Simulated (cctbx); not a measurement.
# Interatomic vectors of In3Ni20B6

Space group Fm-3m (no. 225), a = 10.8910 Å, b = 10.8910 Å, c = 10.8910 Å, α = 90.00°, β = 90.00°, γ = 90.00°, content In12 Ni80 B24.

Simulated single-crystal data (cctbx): Ag Kα, λ = 0.56087 Å, to d = 0.7 Å, 70 % of the full sphere, strongest reflection 40000 counts, noise from counting, a 4 % proportional error and a noise floor of 15 counts (s.d.); no absorption.

Patterson synthesis from sharpened amplitudes, origin scaled to 1000:

```text
Patterson group F m -3 m
      u       v       w   height  length (A)
  0.000   0.000   0.000   1000.0     0.00
  0.000   0.163   0.163    267.4     2.51
  0.250   0.250   0.250    254.7     4.72
  0.000   0.000   0.500    228.3     5.45
  0.168   0.168   0.332    177.3     4.45
  0.123   0.123   0.377    173.6     4.52
  0.000   0.000   0.329    117.4     3.58
  0.085   0.085   0.250    104.0     3.02
  0.000   0.000   0.231     98.4     2.52
  0.133   0.133   0.133     72.9     2.50
  0.000   0.232   0.232     53.9     3.58
  0.110   0.221   0.279     52.2     4.06
  0.051   0.051   0.377     48.8     4.18
  0.056   0.112   0.222     47.3     2.77
```

**Question.** Which atom pairs make the peaks, and where is the heaviest atom?

A peak at u stands for all pairs with xi − xj = u, with weight Σ ZiZj against Σ Z² = 92132 at the origin. Peak heights follow these weights only roughly, since form factors, motion and series ripples differ, all vectors within 0.55 Å of a peak are counted as merged into it though the farther ones add only part of their weight, and F(000) is left out, which lowers the whole map:

| u | v | w | shortest length (Å) | height | 1000 ΣZiZj/ΣZ² | pairs in the cell |
| --- | --- | --- | --- | --- | --- | --- |
| 0.000 | 0.163 | 0.163 | 2.51 | 267 | 289 | 20 × Ni–Ni, 8 × In–Ni |
| 0.250 | 0.250 | 0.250 | 4.72 | 255 | 345 | 8 × In–In, 16 × Ni–Ni |
| 0.000 | 0.000 | 0.500 | 5.45 | 228 | 215 | 8 × In–In, 24 × B–B |
| 0.168 | 0.168 | 0.332 | 4.45 | 177 | 204 | 24 × Ni–Ni |
| 0.123 | 0.123 | 0.377 | 4.52 | 174 | 275 | 16 × In–Ni, 24 × Ni–B |
| 0.000 | 0.000 | 0.329 | 3.58 | 117 | 136 | 16 × Ni–Ni |
| 0.085 | 0.085 | 0.250 | 3.02 | 104 | 119 | 8 × In–Ni |
| 0.000 | 0.000 | 0.231 | 2.52 | 98 | 157 | 16 × Ni–Ni, 8 × In–B |
| 0.133 | 0.133 | 0.133 | 2.51 | 73 | 156 | 8 × In–Ni, 24 × Ni–B |
| 0.000 | 0.232 | 0.232 | 3.57 | 54 | 113 | 8 × Ni–Ni, 16 × In–B, 8 × B–B |

The table stops at ten peaks or at a height of 45, below which ripples compete. In the model behind the data In, the heaviest element, has 2 independent sites: (1/4, 3/4, 3/4) and (0, 0, 0), up to an allowed shift of origin; the In–In vectors are differences of these positions and their symmetry mates. The whole model:

| atom | mult. | x | y | z | Ueq (Å²) |
| --- | --- | --- | --- | --- | --- |
| In1 | 8 | 1/4 | 3/4 | 3/4 | 0.0067 |
| In2 | 4 | 0 | 0 | 0 | 0.0056 |
| Ni1 | 48 | 0 | 0.8364 | 0.8364 | 0.0066 |
| Ni2 | 32 | 0.3846 | 0.8846 | 0.8846 | 0.0080 |
| B1 | 24 | 0.7306 | 0 | 0 | 0.0091 |

The model is made up (kin elements in a known structure type, no relaxation), so it says nothing on whether the phase exists.

[Logs are printed without paths, hosts, clocks, repeated set-up lines and the standing remarks that a program may print on its own settings, such as how far it seeks lower states.]
